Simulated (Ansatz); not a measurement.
# Elastic response of glassy 91GeO2-6Al2O3-3Sc2O3 (mol %) (102 atoms), part 3 of 4

Aim: relax glassy 91GeO2-6Al2O3-3Sc2O3 (mol %) (102 atoms), then change its volume and shape to read moduli from the stress.

Ansatz 0.2.0; Kohn-Sham DFT, PBE, PAW (set soft_1), plane waves; PAW set soft_1.

The cell: 29 Ge, 4 Al, 2 Sc and 67 O. The quench rate of 50 K/ps is many orders above laboratory rates. The network of bonds at the start is that of the classical potential that made the cell. Only the Γ point is sampled.

So far. Step 2 (Single point at the start): The r.m.s. force at the start is 1.3 eV/Å. Step 3 (Cell and atoms relaxed): The relaxation converged after 25 steps, with a largest force component of 0.014 eV/Å.

### 5. Volume -3 %

The relaxed cell is scaled evenly and the atoms are relaxed again; the stress at the end gives one point of P(V).

The input, input.yaml:

```yaml
crystal:
  lattice:
    - [10.98112, -0.11052, -0.2644]
    - [-0.11052, 11.12336, -0.20102]
    - [-0.2644, -0.20102, 11.34291]
  atoms:
    [... the 102 atom lines of step 4 ...]
kpoints:
  mp_grid: { grid: [1, 1, 1] }
hamiltonian:
  xc: pbe
  pseudopotentials: { kind: paw, azcp: { folder: soft_1 } }
scf:
  occupations: { method: gaussian, width: 0.025 }
output:
  forces: true
  eigenvalues: true
  stress: true
relax:
  f_tol: 0.05
  max_steps: 70
```

The run is started by

```
> ansatz run input.yaml --threads 4 --pin off --max-ram 8192MiB --backend cpu --events-out ev --progress --plain --runs-dir out
```

The log of the run:

```text
Warning: output.stress: scf.convergence.dr2_threshold = 1e-7 eV (the SCF's general default) is looser than the 1.02e-8 eV advised for a printed stress (1e-10 eV for each atom of the cell: 102). What an SCF threshold leaves in a stress goes as its square root, and in the free energy as the threshold itself, and one threshold admits the most on a small cell: [...]
[...]
Crystal: 102 atoms, lattice volume = 1384.130 Å³
Basis set: ecut = 420 eV, 27017 PW (Γ), exchange–correlation on 150×150×160 points (8 copies of the dense FFT grid, shifted against one another)
Bands: 523, of which v1, the nominal top of the filled ones, is band 421 counted from 1 (420 counted from 0)
Symmetry: 1 space group operations
[...]
k-points: 1
[...]
SCF iter   1: F=—  HF=-169033.708232 eV  |F-HF|=—  |Δ(HF+E_count)|=         —  Δρ=1.02e-1  dr2=1.07e2  ethr=3.10e-3  ⟨swp⟩=6.0  Hψ=2049  notcnv=0  defer=38
[...]
SCF iter  10: F=-169002.771247 eV  HF=-169002.771246 eV  |F-HF|=7.89e-7  |Δ(HF+E_count)|=   1.46e-5  Δρ=2.35e-5  dr2=8.09e-6  ethr=6.58e-9  ⟨swp⟩=13.0  Hψ=2741  notcnv=0
SCF 1 converged in 10 iterations: F = -169002.771247 eV  dr2 = 8.09e-6
[...]
relax step   1: F+E_penalty+E_count = -169002.77124716 eV  Δ(F+E_penalty+E_count) = +0.000e0 eV  max|allowed force component| = 4.382e-1 eV/Å  Δτ_max = 0.0000 Å  (10 SCF iters, dr2 threshold 6.25e-5 eV, accepted)
[...]
relax step   2: F+E_penalty+E_count = -169002.97631688 eV  Δ(F+E_penalty+E_count) = -2.051e-1 eV  max|allowed force component| = 2.638e-1 eV/Å  Δτ_max = 0.0394 Å  (6 SCF iters, dr2 threshold 1.20e-5 eV, accepted)
[...]
relax step   3: F+E_penalty+E_count = -169003.10135019 eV  Δ(F+E_penalty+E_count) = -1.250e-1 eV  max|allowed force component| = 1.257e-1 eV/Å  Δτ_max = 0.0522 Å  (7 SCF iters, dr2 threshold 4.35e-6 eV, accepted)
relax step   4: F+E_penalty+E_count = -169003.09209096 eV  Δ(F+E_penalty+E_count) = +9.259e-3 eV  max|allowed force component| = 2.825e-1 eV/Å  Δτ_max = 0.1363 Å  (8 SCF iters, dr2 threshold 3.59e-6 eV, rejected (line search))
relax step   5: F+E_penalty+E_count = -169003.14060812 eV  Δ(F+E_penalty+E_count) = -3.926e-2 eV  max|allowed force component| = 9.235e-2 eV/Å  Δτ_max = 0.0661 Å  (9 SCF iters, accepted)
relax step   6: F+E_penalty+E_count = -169003.14389604 eV  Δ(F+E_penalty+E_count) = -3.288e-3 eV  max|allowed force component| = 1.705e-1 eV/Å  Δτ_max = 0.1000 Å  (9 SCF iters, accepted)
relax step   7: F+E_penalty+E_count = -169003.15262124 eV  Δ(F+E_penalty+E_count) = -8.725e-3 eV  max|allowed force component| = 4.841e-2 eV/Å  Δτ_max = 0.0252 Å  (6 SCF iters, dr2 threshold 1.57e-5 eV, accepted)
[...]
relax step   8: F+E_penalty+E_count = -169003.15262204 eV  Δ(F+E_penalty+E_count) = -8.022e-7 eV  max|allowed force component| = 4.855e-2 eV/Å  Δτ_max = 0.0000 Å  (4 SCF iters, accepted)
SCF converged after 4 iterations
Free energy (F): -169003.152622 eV
[...]
Internal energy: -169003.152622 eV  (E = F + TS)
E sigma→0 (E₀):  -169003.152622 eV
Fermi energy:    5.658653 eV
[...]
--- Forces (eV/Å), atoms counted from 1 ---
  atom   1  Ge     0.04327516     0.00183114    -0.00857972
  atom   2  Ge    -0.01964104    -0.04854858     0.00642378
  atom   3  Ge     0.00468819     0.01132923    -0.02387202
  atom   4  Ge     0.00335099    -0.01530651    -0.02797576
  atom   5  Ge    -0.00699501     0.00475568     0.01415052
  atom   6  Ge     0.00742212     0.00214767    -0.00808463
  atom   7  Ge    -0.00844951     0.03239354     0.04214271
  atom   8  Ge    -0.01181827    -0.01270818     0.00672392
  atom   9  Ge    -0.01096766     0.01311398    -0.01349203
  atom  10  Ge    -0.02184768    -0.01149736     0.02120336
  atom  11  Ge    -0.00804129    -0.00304996    -0.01201069
  atom  12  Ge     0.01029613     0.00346921     0.01116363
  atom  13  Ge    -0.02068683     0.00609983     0.03407020
  atom  14  Ge     0.01029601     0.03408427     0.00805516
[...]
atom 101  O      0.00504942     0.00583284    -0.00695519
  atom 102  O      0.01928331    -0.00852035    -0.00068917
  max |Σ_I F_I| component: 5.84e-5 eV/Å
--- Stress (GPa, compression-positive) ---
        1.783407      -0.102155       0.155270
       -0.102157       1.799783       0.179666
        0.155268       0.179667       1.830891
  P = ⅓ Tr σ = 1.8047 GPa (18.047 kbar)
--- Band table (eV) ---
[...]
--- Relaxed structure (8 steps of the walk, 7 accepted, 0 SCFs on fresh bases) ---
  F+E_penalty+E_count = -169003.15262204 eV   max|allowed force component| = 4.855e-2 eV/Å
  atoms:
    - { symbol: Ge, position: [0.349612, 0.947229, 0.927935] }
    - { symbol: Ge, position: [0.140627, 0.823947, 0.093237] }
    - { symbol: Ge, position: [0.177025, 0.735250, 0.596003] }
    - { symbol: Ge, position: [0.775483, 0.574052, 0.011622] }
[...]
- { symbol: O, position: [0.818280, 0.216859, 0.869302] }
```

The job ended after 1.9 min (4 threads of Intel Xeon Platinum 8375C at 2.90GHz (Ice Lake), shared host; peak memory 2.5 GiB; 7.2 min of CPU time).

The program notes that the SCF threshold is loose for the stress.

The relaxation converged after 8 steps, 0.381 eV below its start, with a largest force component of 0.049 eV/Å.

Volume -3 %: the energy stands 0.243 eV above that of the reference, at a pressure of 1.80 GPa.

### 6. Volume +3 %

The relaxed cell is scaled to another volume.

Input and log are left out; they have the form of those shown for this kind of step.

Elapsed: 3.6 min, on 4 threads of Intel Xeon Platinum 8375C at 2.90GHz (Ice Lake), shared host; peak memory 2.6 GiB; 13 min of CPU time.

The relaxation converged after 14 steps, 0.377 eV below its start, with a largest force component of 0.029 eV/Å.

Volume +3 %: the energy stands 0.169 eV above that of the reference, at a pressure of -1.19 GPa.

### 7. Volume -6 %

The relaxed cell is scaled to another volume.

Input and log are left out; they have the form of those shown for this kind of step.

It took 3.2 min on 4 threads of Intel Xeon Platinum 8375C at 2.90GHz (Ice Lake), shared host; peak memory 2.5 GiB; 12 min of CPU time.

The relaxation converged after 13 steps, 1.64 eV below its start, with a largest force component of 0.042 eV/Å.

Volume -6 %: the energy stands 0.960 eV above that of the reference, at a pressure of 3.74 GPa.

### 8. Volume +6 %

The relaxed cell is scaled to another volume.

input.yaml, the sections that differ from step 5:

```yaml
crystal:
  lattice:
    - [11.31075, -0.11384, -0.27234]
    - [-0.11384, 11.45726, -0.20705]
    - [-0.27234, -0.20705, 11.6834]
  atoms:
    [... the 102 atom lines of step 4 ...]
# kpoints, hamiltonian, scf, output, relax: as in step 5
```

The log of the run:

```text
[...]
Crystal: 102 atoms, lattice volume = 1512.555 Å³
Basis set: ecut = 420 eV, 29547 PW (Γ), exchange–correlation on 160×160×160 points (8 copies of the dense FFT grid, shifted against one another)
Bands: 523, of which v1, the nominal top of the filled ones, is band 421 counted from 1 (420 counted from 0)
Symmetry: 1 space group operations
[...]
k-points: 1
[...]
SCF iter   1: F=—  HF=-169027.803846 eV  |F-HF|=—  |Δ(HF+E_count)|=         —  Δρ=9.21e-2  dr2=9.25e1  ethr=3.10e-3  ⟨swp⟩=6.0  Hψ=2026  notcnv=0  defer=47
[...]
SCF iter   9: F=—  HF=-169001.323052 eV  |F-HF|=—  |Δ(HF+E_count)|=   2.09e-4  Δρ=6.90e-5  dr2=6.91e-5  ethr=6.14e-8  ⟨swp⟩=2.0  Hψ=691  notcnv=0  defer=97
SCF iter  10: F=-169001.323083 eV  HF=-169001.323084 eV  |F-HF|=8.28e-7  |Δ(HF+E_count)|=   3.21e-5  Δρ=2.85e-5  dr2=1.33e-5  ethr=7.42e-9  ⟨swp⟩=12.0  Hψ=2682  notcnv=0
SCF 1 converged in 10 iterations: F = -169001.323083 eV  dr2 = 1.33e-5
[...]
relax step   1: F+E_penalty+E_count = -169001.32308287 eV  Δ(F+E_penalty+E_count) = +0.000e0 eV  max|allowed force component| = 7.279e-1 eV/Å  Δτ_max = 0.0000 Å  (10 SCF iters, dr2 threshold 6.25e-5 eV, accepted)
[...]
relax step   2: F+E_penalty+E_count = -169001.99311655 eV  Δ(F+E_penalty+E_count) = -6.700e-1 eV  max|allowed force component| = 4.302e-1 eV/Å  Δτ_max = 0.0840 Å  (7 SCF iters, dr2 threshold 3.31e-5 eV, accepted)
[...]
relax step   3: F+E_penalty+E_count = -169002.37612505 eV  Δ(F+E_penalty+E_count) = -3.830e-1 eV  max|allowed force component| = 2.385e-1 eV/Å  Δτ_max = 0.0915 Å  (8 SCF iters, dr2 threshold 1.16e-5 eV, accepted)
relax step   4: F+E_penalty+E_count = -169002.47882840 eV  Δ(F+E_penalty+E_count) = -1.027e-1 eV  max|allowed force component| = 3.567e-1 eV/Å  Δτ_max = 0.2000 Å  (8 SCF iters, dr2 threshold 1.75e-5 eV, accepted)
relax step   5: F+E_penalty+E_count = -169002.53420993 eV  Δ(F+E_penalty+E_count) = -5.538e-2 eV  max|allowed force component| = 3.407e-1 eV/Å  Δτ_max = 0.0318 Å  (6 SCF iters, dr2 threshold 3.91e-5 eV, accepted)
relax step   6: F+E_penalty+E_count = -169002.62034847 eV  Δ(F+E_penalty+E_count) = -8.614e-2 eV  max|allowed force component| = 1.755e-1 eV/Å  Δτ_max = 0.2000 Å  (7 SCF iters, dr2 threshold 1.00e-4 eV, accepted)
relax step   7: F+E_penalty+E_count = -169002.65547871 eV  Δ(F+E_penalty+E_count) = -3.513e-2 eV  max|allowed force component| = 8.140e-2 eV/Å  Δτ_max = 0.1060 Å  (7 SCF iters, dr2 threshold 8.18e-6 eV, accepted)
relax step   8: F+E_penalty+E_count = -169002.62895318 eV  Δ(F+E_penalty+E_count) = +2.653e-2 eV  max|allowed force component| = 3.459e-1 eV/Å  Δτ_max = 0.2000 Å  (11 SCF iters, rejected (line search))
relax step   9: F+E_penalty+E_count = -169002.67384814 eV  Δ(F+E_penalty+E_count) = -1.837e-2 eV  max|allowed force component| = 1.253e-1 eV/Å  Δτ_max = 0.0976 Å  (10 SCF iters, accepted)
relax step  10: F+E_penalty+E_count = -169002.68934171 eV  Δ(F+E_penalty+E_count) = -1.549e-2 eV  max|allowed force component| = 3.577e-2 eV/Å  Δτ_max = 0.1000 Å  (8 SCF iters, dr2 threshold 3.38e-6 eV, accepted)
relax step  11: F+E_penalty+E_count = -169002.68934200 eV  Δ(F+E_penalty+E_count) = -2.981e-7 eV  max|allowed force component| = 3.592e-2 eV/Å  Δτ_max = 0.0000 Å  (3 SCF iters, accepted)
relax step  12: F+E_penalty+E_count = -169002.69425839 eV  Δ(F+E_penalty+E_count) = -4.916e-3 eV  max|allowed force component| = 8.397e-2 eV/Å  Δτ_max = 0.1249 Å  (10 SCF iters, accepted)
relax step  13: F+E_penalty+E_count = -169002.69701902 eV  Δ(F+E_penalty+E_count) = -2.761e-3 eV  max|allowed force component| = 7.984e-2 eV/Å  Δτ_max = 0.0308 Å  (6 SCF iters, dr2 threshold 7.05e-6 eV, accepted)
relax step  14: F+E_penalty+E_count = -169002.69971720 eV  Δ(F+E_penalty+E_count) = -2.698e-3 eV  max|allowed force component| = 5.802e-2 eV/Å  Δτ_max = 0.0097 Å  (6 SCF iters, dr2 threshold 5.76e-6 eV, accepted)
relax step  15: F+E_penalty+E_count = -169002.70241470 eV  Δ(F+E_penalty+E_count) = -2.697e-3 eV  max|allowed force component| = 5.681e-2 eV/Å  Δτ_max = 0.0242 Å  (8 SCF iters, accepted)
[...]
relax step  16: F+E_penalty+E_count = -169002.70472916 eV  Δ(F+E_penalty+E_count) = -2.314e-3 eV  max|allowed force component| = 4.814e-2 eV/Å  Δτ_max = 0.0555 Å  (9 SCF iters, accepted)
SCF converged after 9 iterations
Free energy (F): -169002.704729 eV
[...]
Internal energy: -169002.704729 eV  (E = F + TS)
E sigma→0 (E₀):  -169002.704729 eV
Fermi energy:    4.577705 eV
[...]
Σ components = -169002.704729   (vs F -169002.704729, Δ=0.00e0)
--- Forces (eV/Å), atoms counted from 1 ---
  atom   1  Ge    -0.00262009     0.00586364     0.00736262
  atom   2  Ge    -0.00796833     0.01119883    -0.00196852
  atom   3  Ge     0.00391385    -0.00866523    -0.00060447
  atom   4  Ge    -0.00569317    -0.00676659    -0.01043167
[...]
atom 102  O     -0.01158898    -0.00218484    -0.00124691
  max |Σ_I F_I| component: 7.30e-5 eV/Å
--- Stress (GPa, compression-positive) ---
       -2.616903       0.460250      -0.466840
        0.460247      -2.668359      -0.359917
       -0.466842      -0.359920      -2.825157
  P = ⅓ Tr σ = -2.7035 GPa (-27.035 kbar)
--- Band table (eV) ---
[...]
--- Relaxed structure (16 steps of the walk, 15 accepted, 0 SCFs on fresh bases) ---
  F+E_penalty+E_count = -169002.70472916 eV   max|allowed force component| = 4.814e-2 eV/Å
  atoms:
    - { symbol: Ge, position: [0.335736, 0.959276, 0.906344] }
    - { symbol: Ge, position: [0.147105, 0.834879, 0.100233] }
    - { symbol: Ge, position: [0.156200, 0.739009, 0.603242] }
    - { symbol: Ge, position: [0.778208, 0.557540, 0.021736] }
[...]
- { symbol: O, position: [0.836779, 0.223306, 0.861465] }
```

Elapsed: 4.4 min, on 4 threads; peak memory 2.7 GiB; 16 min of CPU time.

The relaxation converged after 16 steps, 1.38 eV below its start, with a largest force component of 0.048 eV/Å.

Volume +6 %: the energy stands 0.691 eV above that of the reference, at a pressure of -2.70 GPa.

### 9. Volume -10 %

The relaxed cell is scaled to another volume.

Input and log are left out; they have the form of those shown for this kind of step.

The job ended after 3.4 min (4 threads of Intel Xeon Platinum 8375C at 2.90GHz (Ice Lake), shared host; peak memory 2.3 GiB; 13 min of CPU time).

The relaxation converged after 14 steps, 5.01 eV below its start, with a largest force component of 0.042 eV/Å.

Volume -10 %: the energy stands 2.83 eV above that of the reference, at a pressure of 6.72 GPa.

### 10. Stretched by 1 % along x

The relaxed cell is strained along x alone, which gives the stiffness along x and its coupling to y and z.

input.yaml, the sections that differ from step 8:

```yaml
crystal:
  lattice:
    - [11.20411, -0.11165, -0.2671]
    - [-0.11277, 11.23687, -0.20307]
    - [-0.26977, -0.20307, 11.45866]
  atoms:
    [... the 102 atom lines of step 4 ...]
# kpoints, hamiltonian, scf, output, relax: as in step 8
```

The log of the run:

```text
[...]
Crystal: 102 atoms, lattice volume = 1441.207 Å³
Basis set: ecut = 420 eV, 28193 PW (Γ), exchange–correlation on 150×160×160 points (8 copies of the dense FFT grid, shifted against one another)
Bands: 523, of which v1, the nominal top of the filled ones, is band 421 counted from 1 (420 counted from 0)
Symmetry: 1 space group operations
[...]
k-points: 1
[...]
SCF iter   1: F=—  HF=-169032.039789 eV  |F-HF|=—  |Δ(HF+E_count)|=         —  Δρ=9.73e-2  dr2=1.00e2  ethr=3.10e-3  ⟨swp⟩=6.0  Hψ=2049  notcnv=0  defer=35
[...]
SCF iter   9: F=—  HF=-169003.283481 eV  |F-HF|=—  |Δ(HF+E_count)|=   2.14e-4  Δρ=6.48e-5  dr2=5.54e-5  ethr=4.64e-8  ⟨swp⟩=2.0  Hψ=845  notcnv=0  defer=97
SCF iter  10: F=-169003.283503 eV  HF=-169003.283502 eV  |F-HF|=5.53e-7  |Δ(HF+E_count)|=   2.15e-5  Δρ=2.43e-5  dr2=9.14e-6  ethr=6.58e-9  ⟨swp⟩=12.0  Hψ=2579  notcnv=0
SCF 1 converged in 10 iterations: F = -169003.283503 eV  dr2 = 9.14e-6
[...]
relax step   1: F+E_penalty+E_count = -169003.28350257 eV  Δ(F+E_penalty+E_count) = +0.000e0 eV  max|allowed force component| = 2.961e-1 eV/Å  Δτ_max = 0.0000 Å  (10 SCF iters, dr2 threshold 6.25e-5 eV, accepted)
[...]
relax step   2: F+E_penalty+E_count = -169003.32612185 eV  Δ(F+E_penalty+E_count) = -4.262e-2 eV  max|allowed force component| = 1.433e-1 eV/Å  Δτ_max = 0.0200 Å  (6 SCF iters, dr2 threshold 5.48e-6 eV, accepted)
[...]
relax step   3: F+E_penalty+E_count = -169003.34669256 eV  Δ(F+E_penalty+E_count) = -2.057e-2 eV  max|allowed force component| = 5.669e-2 eV/Å  Δτ_max = 0.0204 Å  (9 SCF iters, accepted)
relax step   4: F+E_penalty+E_count = -169003.34933524 eV  Δ(F+E_penalty+E_count) = -2.643e-3 eV  max|allowed force component| = 5.158e-2 eV/Å  Δτ_max = 0.0070 Å  (7 SCF iters, accepted)
relax step   5: F+E_penalty+E_count = -169003.33362022 eV  Δ(F+E_penalty+E_count) = +1.572e-2 eV  max|allowed force component| = 1.259e-1 eV/Å  Δτ_max = 0.1022 Å  (9 SCF iters, rejected (line search))
[...]
relax step   6: F+E_penalty+E_count = -169003.35351866 eV  Δ(F+E_penalty+E_count) = -4.183e-3 eV  max|allowed force component| = 3.664e-2 eV/Å  Δτ_max = 0.0379 Å  (9 SCF iters, accepted)
SCF converged after 9 iterations
Free energy (F): -169003.353519 eV
[...]
Internal energy: -169003.353519 eV  (E = F + TS)
E sigma→0 (E₀):  -169003.353519 eV
Fermi energy:    5.184766 eV
[...]
Σ components = -169003.353519   (vs F -169003.353519, Δ=0.00e0)
--- Forces (eV/Å), atoms counted from 1 ---
  atom   1  Ge    -0.00464143     0.00192045    -0.00658736
  atom   2  Ge     0.00282687    -0.00243669    -0.00699386
  atom   3  Ge    -0.00494503    -0.01387678     0.00543874
  atom   4  Ge    -0.00488035    -0.00523551    -0.00577357
[...]
atom 102  O     -0.00492288    -0.00478553     0.00099652
  max |Σ_I F_I| component: 2.97e-5 eV/Å
--- Stress (GPa, compression-positive) ---
       -0.958309       0.038500      -0.080468
        0.038496      -0.396504      -0.050374
       -0.080470      -0.050373      -0.331358
  P = ⅓ Tr σ = -0.5621 GPa (-5.621 kbar)
--- Band table (eV) ---
[...]
--- Relaxed structure (6 steps of the walk, 5 accepted, 0 SCFs on fresh bases) ---
  F+E_penalty+E_count = -169003.35351866 eV   max|allowed force component| = 3.664e-2 eV/Å
  atoms:
    - { symbol: Ge, position: [0.344418, 0.948621, 0.921764] }
    - { symbol: Ge, position: [0.143602, 0.828192, 0.096122] }
    - { symbol: Ge, position: [0.171435, 0.735759, 0.596769] }
    - { symbol: Ge, position: [0.779059, 0.566701, 0.015439] }
[...]
- { symbol: O, position: [0.821488, 0.217161, 0.872122] }
```

Run time: 96 s. Hardware: 4 threads; peak memory 2.6 GiB.

The relaxation converged after 6 steps, 0.0700 eV below its start, with a largest force component of 0.037 eV/Å.

Stretched by 1 % along x: the energy stands 0.0423 eV above that of the reference, at a pressure of -0.562 GPa.

(Continued in part 4 of 4.)

[Long decimals in the printed logs are rounded to 6 places.]

[Logs are printed without paths, hosts, clocks, repeated set-up lines and the standing remarks that a program may print on its own settings, such as how far it seeks lower states.]

[Hosts, paths, dates, database ids (printed as entryN), source tags and the programs' standing remarks are cut or masked in the printed files.]
